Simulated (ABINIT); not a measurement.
# BaZrSe3 (P1): G0W0 in ABINIT against the plane-wave cutoff, part 2 of 2

Wanted: the cheapest plane-wave cutoff that holds the gap of BaZrSe3 (P1).

ABINIT 10.8.3; PBEsol and many-body steps on it, plane waves. Known limits of the many-body steps: not at the basis limit; exchange with frozen shells missing; no spin-orbit coupling; coarse k mesh.

So far. Step 5 (Empty states on the mesh, 2×2×2 mesh, 104 bands): On this mesh the gap is 0.157 eV. Step 6 (Screening, 2×2×2 mesh, 96 bands, screening to 106.1 eV): Local fields lower ε∞ by 20 %. On a Γ-centred mesh this coarse the value itself is usually too large, while a short band sum pulls it down.

### Step 8. Screening, 2×2×2 mesh, 96 bands, screening to 106.1 eV

This step: RPA screening on PBEsol, plane waves, norm-conserving pseudopotentials.

File run.abi:

```
acell 3*1.0 Angstrom
rprim 
  5.287383000000 -0.000000000000 -0.000000000000
  0.003576000000 5.296392000000 -0.000000000000
  0.007950000000 0.010054000000 5.309462000000
ntypat 3
znucl 56 40 34
natom 5
typat 1 2 3 3 3
xred 
  0.998643000000 0.998478000000 0.998673000000
  0.476578000000 0.490069000000 0.476727000000
  0.488317000000 0.998506000000 0.502693000000
  0.983845000000 0.511636000000 0.518540000000
  0.492614000000 0.501310000000 0.993370000000
pp_dirpath "pseudos"
pseudos "Ba.upf, Zr.upf, Se.upf"
ecut 31
ngkpt 2 2 2
nshiftk 1
shiftk 0 0 0
kptopt 1
chksymbreak 0
istwfk *1
occopt 1
irdwfk 1
optdriver 3
nband 96
ecuteps 3.9
inclvkb 2
awtr 1
symchi 1
indata_prefix "in"
outdata_prefix "out"
tmpdata_prefix "tmp"
```

On the command line:

```sh
$ OMP_NUM_THREADS=1 mpirun -n 8 abinit run.abi > log
```

Numbers of over 12 decimals in the logs are rounded to 6 here.

What it wrote:

```text
.Version 10.8.3 of ABINIT. v10.8.2 released Aug 2026.

 Symmetries : space group P1 (#  1); Bravais aP (primitive triclinic)
[... echo of the input left out ...]
== DATASET  1 ==================================================================
-   mpi_nproc: 8, omp_nthreads: 1 (-1 if OMP is not activated)

--- !DatasetInfo
iteration_state: {dtset: 1, }
dimensions: {natom: 5, nkpt: 8, mband: 96, nsppol: 1, nspinor: 1, nspden: 1, mpw: 8294, }
cutoff_energies: {ecut:  31.0, pawecutdg:  -1.0, }
electrons: {nelect:   7.00000000E+01, charge:   0.00000000E+00, occopt:   1.00000000E+00, tsmear:   1.00000000E-02, }

 SCREENING: Calculation of the susceptibility and dielectric matrices

 Based on a program developped by R.W. Godby, V. Olevano, G. Onida, and L. Reining.
 Incorporated in ABINIT by V. Olevano, G.-M. Rignanese, and M. Torrent.
.Using double precision arithmetic ; gwpc =  8

[... cell and pseudopotentials left out ...]
--------------------------------------------------------------------------------

 ==== K-mesh for the wavefunctions ====
 Number of points in the irreducible wedge :     8
[... list of points left out ...]
 Together with  1 symmetry operations and time-reversal symmetry
 yields     8 points in the full Brillouin Zone.

 ==== Q-mesh for the screening function ====
 Number of points in the irreducible wedge :     8
[... list of points left out ...]
 Together with  1 symmetry operations and time-reversal symmetry
 yields     8 points in the full Brillouin Zone.

 setmesh: FFT mesh size selected  =    36x   36x   36
          total number of points  =        46656

 vcoul_init : cutoff-mode = AUXILIARY_FUNCTION
 q-points for optical limit:   1
     1)      0.000010    0.000020    0.000030

- screening: taking advantage of time-reversal symmetry
- Maximum band index for partially occupied states nbvw = 35
- Remaining bands to be divided among processors   nbcw = 61
- Number of bands treated by each node ~7

 Number of electrons calculated from density =   70.0000; Expected =   70.0000
 average of density, n =  0.069764
 r_s =    1.5069
 omega_plasma =   25.4783 [eV]

 calculating chi0 at frequencies [eV] :
  1    0.000000E+00    0.000000E+00
  2    0.000000E+00    2.547831E+01

--------------------------------------------------------------------------------
  q-point number  1        q = ( 0.000000, 0.000000, 0.000000) [r.l.u.]
--------------------------------------------------------------------------------
[... chi0 elements left out ...]
 For q-point:  0.000010 0.000020 0.000030
  dielectric constant =  24.1643
  dielectric constant without local fields =  30.8270

  Average fulfillment of the sum rule on Im[epsilon] for q-point    1 :     38.70  [%]
[... wings left out ...]
  q-point number  2        q = ( 0.500000, 0.000000, 0.000000) [r.l.u.]
--------------------------------------------------------------------------------
[... chi0 elements left out ...]
  Average fulfillment of the sum rule on Im[epsilon] for q-point    2 :     45.67  [%]

 [... 6 further q-points ...]
```

It took 30 s on 8 MPI ranks of Arm Neoverse V2, shared host; peak memory 3.1 GiB; 4 min of CPU time.

Numbers from this step:

* ε∞ with local fields, on this mesh, along the program's q direction: 24.16
* the same without local fields: 30.83
* plasma frequency: 25.48 eV
* plane waves in the screening matrix: 365

### Step 9. 31 Ha

The self-energy is evaluated for the states that the input lists, and the levels follow from it, in one-shot runs by the linearised quasiparticle equation.

This step: G0W0 on PBEsol, plane waves, norm-conserving pseudopotentials.

Edit run.abi of step 8 so:

```diff
@@ -26,8 +26,17 @@
 irdwfk 1
-optdriver 3
+optdriver 4
 nband 96
+gwcalctyp 0
+ecutsigx 31
+symsigma 1
+nkptgw 2
+kptgw 
+  0.5000000000 0.5000000000 0.5000000000
+  0.0000000000 0.0000000000 0.0000000000
+bdgw 
+  34 37
+  34 37
 ecuteps 3.9
-inclvkb 2
-awtr 1
-symchi 1
+irdscr 1
+ppmodel 1
 indata_prefix "in"
```

What it wrote:

```text
.Version 10.8.3 of ABINIT. v10.8.2 released Aug 2026.

 Symmetries : space group P1 (#  1); Bravais aP (primitive triclinic)
[... echo of the input left out ...]
== DATASET  1 ==================================================================
-   mpi_nproc: 8, omp_nthreads: 1 (-1 if OMP is not activated)

--- !DatasetInfo
iteration_state: {dtset: 1, }
dimensions: {natom: 5, nkpt: 8, mband: 96, nsppol: 1, nspinor: 1, nspden: 1, mpw: 8294, }
cutoff_energies: {ecut:  31.0, pawecutdg:  -1.0, }
electrons: {nelect:   7.00000000E+01, charge:   0.00000000E+00, occopt:   1.00000000E+00, tsmear:   1.00000000E-02, }

 SIGMA: Calculation of the GW corrections

 Based on a program developped by R.W. Godby, V. Olevano, G. Onida, and L. Reining.
 Incorporated in ABINIT by V. Olevano, G.-M. Rignanese, and M. Torrent.
.Using double precision arithmetic ; gwpc =  8

[... cell and pseudopotentials left out ...]
--------------------------------------------------------------------------------

 ==== K-mesh for the wavefunctions ====
 Number of points in the irreducible wedge :     8
[... list of points left out ...]
 Together with  1 symmetry operations and time-reversal symmetry
 yields     8 points in the full Brillouin Zone.

 ==== Q-mesh for screening function ====
 Number of points in the irreducible wedge :     8
[... list of points left out ...]
 Together with  1 symmetry operations and time-reversal symmetry
 yields     8 points in the full Brillouin Zone.

 vcoul_init : cutoff-mode = AUXILIARY_FUNCTION
 q-points for optical limit:   1
     1)      0.000010    0.000020    0.000030
 setmesh: FFT mesh size selected  =    54x   54x   54
          total number of points  =       157464

 Number of electrons calculated from density =   70.0000; Expected =   70.0000
[...]
number of omega for Sigma on real axis              0
 max omega for Sigma on real axis  [eV]           0.00
 zcut for avoiding poles [eV]                     0.10

 EPSILON^-1 parameters (SCR file):
 dimension of the eps^-1 matrix on file            365
 dimension of the eps^-1 matrix used               365
 number of plane-waves for wavefunctions          8277
 number of bands                                    96
 number of q-points in IBZ                           8
 number of frequencies                               2
 number of real frequencies                          1
 number of imag frequencies                          1

 matrix elements of self-energy operator (all in [eV])

 Perturbative Calculation

--- !SelfEnergy_ee
iteration_state: {dtset: 1, }
kpoint     : [   0.500,    0.500,    0.500, ]
spin       : 1
KS_gap     :    2.346
QP_gap     :    3.844
Delta_QP_KS:    1.497
data: !SigmaeeData |
     Band     E0 <VxcDFT>   SigX SigC(E0)      Z dSigC/dE  Sig(E)    E-E0       E
       34   4.975 -13.669 -16.890   2.747   0.785  -0.273 -14.041  -0.373   4.602
       35   5.008 -13.681 -16.917   2.769   0.785  -0.274 -14.047  -0.367   4.642
       36   7.355 -12.860  -7.366  -4.043   0.779  -0.284 -11.729   1.131   8.485
[...]
--- !SelfEnergy_ee
iteration_state: {dtset: 1, }
kpoint     : [   0.000,    0.000,    0.000, ]
spin       : 1
KS_gap     :    0.704
QP_gap     :    2.138
Delta_QP_KS:    1.434
data: !SigmaeeData |
     Band     E0 <VxcDFT>   SigX SigC(E0)      Z dSigC/dE  Sig(E)    E-E0       E
[...]
36   5.171 -12.571  -7.741  -3.406   0.788  -0.269 -11.450   1.122   6.293
       37   5.301 -12.657  -8.183  -3.184   0.789  -0.267 -11.638   1.019   6.320

== END DATASET(S) ==============================================================
================================================================================

 -outvars: echo values of variables after computation  --------
           etotal      0.0000000000E+00
            nband          96
             nkpt           8
          spgroup           1
 [... the other variables as echoed above ...]

 Calculation completed.
```

Wall time 8 s (8 MPI ranks); peak memory 1.9 GiB.

Numbers from this step:

| Item | Value |
| --- | --- |
| G0W0 gap on the points computed | 1.651 eV |
| starting gap on the mesh | 0.1627 eV |
| k of the valence top | 0.5, 0.5, 0.5 |
| k of the conduction bottom | 0, 0, 0 |
| Z at the valence top | 0.785 |
| Z at the conduction bottom | 0.788 |
| least direct G0W0 gap on the computed points | 2.129 eV |

The gap on the mesh goes from 0.16 eV to 1.65 eV, a correction of +1.49 eV.

### Step 10. Screening, 2×2×2 mesh, 96 bands, screening to 106.1 eV

This step: RPA screening on PBEsol, plane waves, norm-conserving pseudopotentials.

Edit run.abi of step 9 so:

```diff
@@ -17,3 +17,3 @@
 pseudos "Ba.upf, Zr.upf, Se.upf"
-ecut 31
+ecut 39
 ngkpt 2 2 2
@@ -26,17 +26,8 @@
 irdwfk 1
-optdriver 4
+optdriver 3
 nband 96
-gwcalctyp 0
-ecutsigx 31
-symsigma 1
-nkptgw 2
-kptgw 
-  0.5000000000 0.5000000000 0.5000000000
-  0.0000000000 0.0000000000 0.0000000000
-bdgw 
-  34 37
-  34 37
 ecuteps 3.9
-irdscr 1
-ppmodel 1
+inclvkb 2
+awtr 1
+symchi 1
 indata_prefix "in"
```

What it wrote:

```text
.Version 10.8.3 of ABINIT. v10.8.2 released Aug 2026.

 Symmetries : space group P1 (#  1); Bravais aP (primitive triclinic)
[... echo of the input left out ...]
== DATASET  1 ==================================================================
-   mpi_nproc: 8, omp_nthreads: 1 (-1 if OMP is not activated)

--- !DatasetInfo
iteration_state: {dtset: 1, }
dimensions: {natom: 5, nkpt: 8, mband: 96, nsppol: 1, nspinor: 1, nspden: 1, mpw: 11685, }
cutoff_energies: {ecut:  39.0, pawecutdg:  -1.0, }
[...]
--------------------------------------------------------------------------------
[... chi0 elements left out ...]
 For q-point:  0.000010 0.000020 0.000030
  dielectric constant =  24.3351
  dielectric constant without local fields =  31.0822

  Average fulfillment of the sum rule on Im[epsilon] for q-point    1 :     38.66  [%]
[... wings left out ...]
  q-point number  2        q = ( 0.500000, 0.000000, 0.000000) [r.l.u.]
--------------------------------------------------------------------------------
[... chi0 elements left out ...]
  Average fulfillment of the sum rule on Im[epsilon] for q-point    2 :     45.61  [%]

 [... 6 further q-points ...]
```

Elapsed: 38 s, on 8 MPI ranks; peak memory 4 GiB; 5.1 min of CPU time.

This step gave:

```yaml
eps_infinity_with_local_fields_on_this_mesh_along_the_program_s_q_direction: 24.34
the_same_without_local_fields: 31.08
plasma_frequency: 25.48 eV
plane_waves_in_the_screening_matrix: 365
```

### Step 11. 39 Ha

This step: G0W0 on PBEsol, plane waves, norm-conserving pseudopotentials.

Edit run.abi of step 10 so:

```diff
@@ -26,8 +26,17 @@
 irdwfk 1
-optdriver 3
+optdriver 4
 nband 96
+gwcalctyp 0
+ecutsigx 39
+symsigma 1
+nkptgw 2
+kptgw 
+  0.5000000000 0.5000000000 0.5000000000
+  0.0000000000 0.0000000000 0.0000000000
+bdgw 
+  34 37
+  34 37
 ecuteps 3.9
-inclvkb 2
-awtr 1
-symchi 1
+irdscr 1
+ppmodel 1
 indata_prefix "in"
```

What it wrote:

```text
.Version 10.8.3 of ABINIT. v10.8.2 released Aug 2026.

 Symmetries : space group P1 (#  1); Bravais aP (primitive triclinic)
[... echo of the input left out ...]
== DATASET  1 ==================================================================
-   mpi_nproc: 8, omp_nthreads: 1 (-1 if OMP is not activated)

--- !DatasetInfo
iteration_state: {dtset: 1, }
dimensions: {natom: 5, nkpt: 8, mband: 96, nsppol: 1, nspinor: 1, nspden: 1, mpw: 11685, }
cutoff_energies: {ecut:  39.0, pawecutdg:  -1.0, }
[...]
Band     E0 <VxcDFT>   SigX SigC(E0)      Z dSigC/dE  Sig(E)    E-E0       E
[...]
36   5.166 -12.570  -7.747  -3.403   0.788  -0.269 -11.451   1.119   6.285
       37   5.296 -12.656  -8.190  -3.179   0.789  -0.267 -11.641   1.016   6.311

== END DATASET(S) ==============================================================
================================================================================

 -outvars: echo values of variables after computation  --------
           etotal      0.0000000000E+00
            nband          96
             nkpt           8
          spgroup           1
 [... the other variables as echoed above ...]

 Calculation completed.
```

The job ended after 9 s (8 MPI ranks; peak memory 2.2 GiB; 71 s of CPU time).

This step gave:

| Property | Result |
| --- | --- |
| G0W0 gap on the points computed | 1.640 eV |
| starting gap on the mesh | 0.1573 eV |
| k of the valence top | 0.5, 0.5, 0.5 |
| k of the conduction bottom | 0, 0, 0 |
| least direct G0W0 gap on the computed points | 2.117 eV |

Against the run before, the gap moves by −0.011 eV.

### Step 12. Screening, 2×2×2 mesh, 96 bands, screening to 106.1 eV

This step: RPA screening on PBEsol, plane waves, norm-conserving pseudopotentials.

Edit run.abi of step 11 so:

```diff
@@ -17,3 +17,3 @@
 pseudos "Ba.upf, Zr.upf, Se.upf"
-ecut 39
+ecut 49
 ngkpt 2 2 2
@@ -26,17 +26,8 @@
 irdwfk 1
-optdriver 4
+optdriver 3
 nband 96
-gwcalctyp 0
-ecutsigx 39
-symsigma 1
-nkptgw 2
-kptgw 
-  0.5000000000 0.5000000000 0.5000000000
-  0.0000000000 0.0000000000 0.0000000000
-bdgw 
-  34 37
-  34 37
 ecuteps 3.9
-irdscr 1
-ppmodel 1
+inclvkb 2
+awtr 1
+symchi 1
 indata_prefix "in"
```

What it wrote:

```text
.Version 10.8.3 of ABINIT. v10.8.2 released Aug 2026.

 Symmetries : space group P1 (#  1); Bravais aP (primitive triclinic)
[... echo of the input left out ...]
== DATASET  1 ==================================================================
-   mpi_nproc: 8, omp_nthreads: 1 (-1 if OMP is not activated)

--- !DatasetInfo
iteration_state: {dtset: 1, }
dimensions: {natom: 5, nkpt: 8, mband: 96, nsppol: 1, nspinor: 1, nspden: 1, mpw: 16490, }
cutoff_energies: {ecut:  49.0, pawecutdg:  -1.0, }
[...]
--------------------------------------------------------------------------------
[... chi0 elements left out ...]
 For q-point:  0.000010 0.000020 0.000030
  dielectric constant =  24.3376
  dielectric constant without local fields =  31.0858

  Average fulfillment of the sum rule on Im[epsilon] for q-point    1 :     38.66  [%]
[... wings left out ...]
  q-point number  2        q = ( 0.500000, 0.000000, 0.000000) [r.l.u.]
--------------------------------------------------------------------------------
[... chi0 elements left out ...]
  Average fulfillment of the sum rule on Im[epsilon] for q-point    2 :     45.61  [%]

 [... 6 further q-points ...]
```

The job ended after 54 s (8 MPI ranks; peak memory 5.5 GiB; 7.2 min of CPU time).

Numbers from this step:

| Item | Value |
| --- | --- |
| ε∞ with local fields, on this mesh, along the program's q direction | 24.34 |
| the same without local fields | 31.09 |
| plasma frequency | 25.48 eV |
| plane waves in the screening matrix | 365 |

### Step 13. 49 Ha

This step: G0W0 on PBEsol, plane waves, norm-conserving pseudopotentials.

Edit run.abi of step 12 so:

```diff
@@ -26,8 +26,17 @@
 irdwfk 1
-optdriver 3
+optdriver 4
 nband 96
+gwcalctyp 0
+ecutsigx 49
+symsigma 1
+nkptgw 2
+kptgw 
+  0.5000000000 0.5000000000 0.5000000000
+  0.0000000000 0.0000000000 0.0000000000
+bdgw 
+  34 37
+  34 37
 ecuteps 3.9
-inclvkb 2
-awtr 1
-symchi 1
+irdscr 1
+ppmodel 1
 indata_prefix "in"
```

What it wrote:

```text
.Version 10.8.3 of ABINIT. v10.8.2 released Aug 2026.

 Symmetries : space group P1 (#  1); Bravais aP (primitive triclinic)
[... echo of the input left out ...]
== DATASET  1 ==================================================================
-   mpi_nproc: 8, omp_nthreads: 1 (-1 if OMP is not activated)

--- !DatasetInfo
iteration_state: {dtset: 1, }
dimensions: {natom: 5, nkpt: 8, mband: 96, nsppol: 1, nspinor: 1, nspden: 1, mpw: 16490, }
cutoff_energies: {ecut:  49.0, pawecutdg:  -1.0, }
[...]
Band     E0 <VxcDFT>   SigX SigC(E0)      Z dSigC/dE  Sig(E)    E-E0       E
[...]
36   5.165 -12.570  -7.748  -3.402   0.788  -0.269 -11.452   1.118   6.284
       37   5.296 -12.656  -8.192  -3.179   0.789  -0.267 -11.642   1.015   6.310

== END DATASET(S) ==============================================================
================================================================================

 -outvars: echo values of variables after computation  --------
           etotal      0.0000000000E+00
            nband          96
             nkpt           8
          spgroup           1
 [... the other variables as echoed above ...]

 Calculation completed.
```

The job ended after 10 s (8 MPI ranks; peak memory 2.6 GiB).

Numbers from this step:

* G0W0 gap on the points computed: 1.640 eV
* starting gap on the mesh: 0.1573 eV
* k of the valence top: 0.5, 0.5, 0.5
* k of the conduction bottom: 0, 0, 0
* least direct G0W0 gap on the computed points: 2.116 eV

Against the run before, the gap moves by +0.000 eV.

### Step 14. The runs together

Times are wall times on 8 MPI ranks of Arm Neoverse V2, shared host, good to a factor of about two. A run's time includes the screening step that it read.

```csv
run,mesh,bands,screening cutoff (eV),DFT gap (eV),gap on the mesh (eV),direct (eV),ε∞ used,time
23 Ha,2×2×2,96,106.1,0.245,1.820,2.308,21.93,28 s
31 Ha,2×2×2,96,106.1,0.163,1.651,2.129,24.16,38 s
39 Ha,2×2×2,96,106.1,0.157,1.640,2.117,24.34,47 s
49 Ha,2×2×2,96,106.1,0.157,1.640,2.116,24.34,65 s
```

### Step 15. What came out

```
23 Ha        : 1.820 eV
31 Ha        : 1.651 eV
39 Ha        : 1.640 eV
49 Ha        : 1.640 eV
known limits : not at the basis limit; exchange with frozen shells missing; no spin-orbit coupling; coarse k mesh
```

The setting moved: plane-wave cutoff. From 23 Ha to 49 Ha the gap moves by −0.18 eV, for 2.3 times the time. It holds to 0.03 eV from 31 Ha on. Bands and screening cutoff are coupled, so a series along one setting does not show full convergence. Bands and cutoff are finite, so the gap is not at the basis limit. The miss can reach some tenths of an eV and take either sign; the mesh is an error of its own. In the first G0W0 run levels were corrected at 2 k points alone, so a gap called «on the mesh» is the least over those, and an edge elsewhere would be missed. The 2×2×2 mesh is coarse for this cell, which bears on the long-range parts of exchange and screening. The norm-conserving file of at least one element keeps a d shell over frozen s and p shells of the same row. Exchange with those shells is missing from the self-energy, an error of 0.3 to 0.9 eV in cases checked, whose sign depends on which edge lies on those atoms. The many-body steps are scalar-relativistic: spin-orbit coupling is not in them.

[Paths, hosts, dates, memory and timing lines, banners, echoed tables and standing remarks are left out of the program output.]

[Logs are printed without paths, hosts, clocks, repeated set-up lines and the standing remarks that a program may print on its own settings, such as how far it seeks lower states.]

[Runs of the session that timed out or met a known fault of the program may be left out.]

[No measured gap is set beside runs whose start may be inverted or whose files or cutoffs have a known fault.]

[Hosts, paths, dates, database ids (printed as entryN), source tags and the programs' standing remarks are cut or masked in the printed files.]

[G0W0 gaps are taken among the corrected bands and points alone; a level outside them can change the order at an edge.]

[Where Ansatz stands beside ABINIT at settings called matched, ABINIT's density can come from a denser mesh and the files from another edition; pairs whose starting gaps differed by over 0.03 eV were left out, so agreement reads better than it is.]
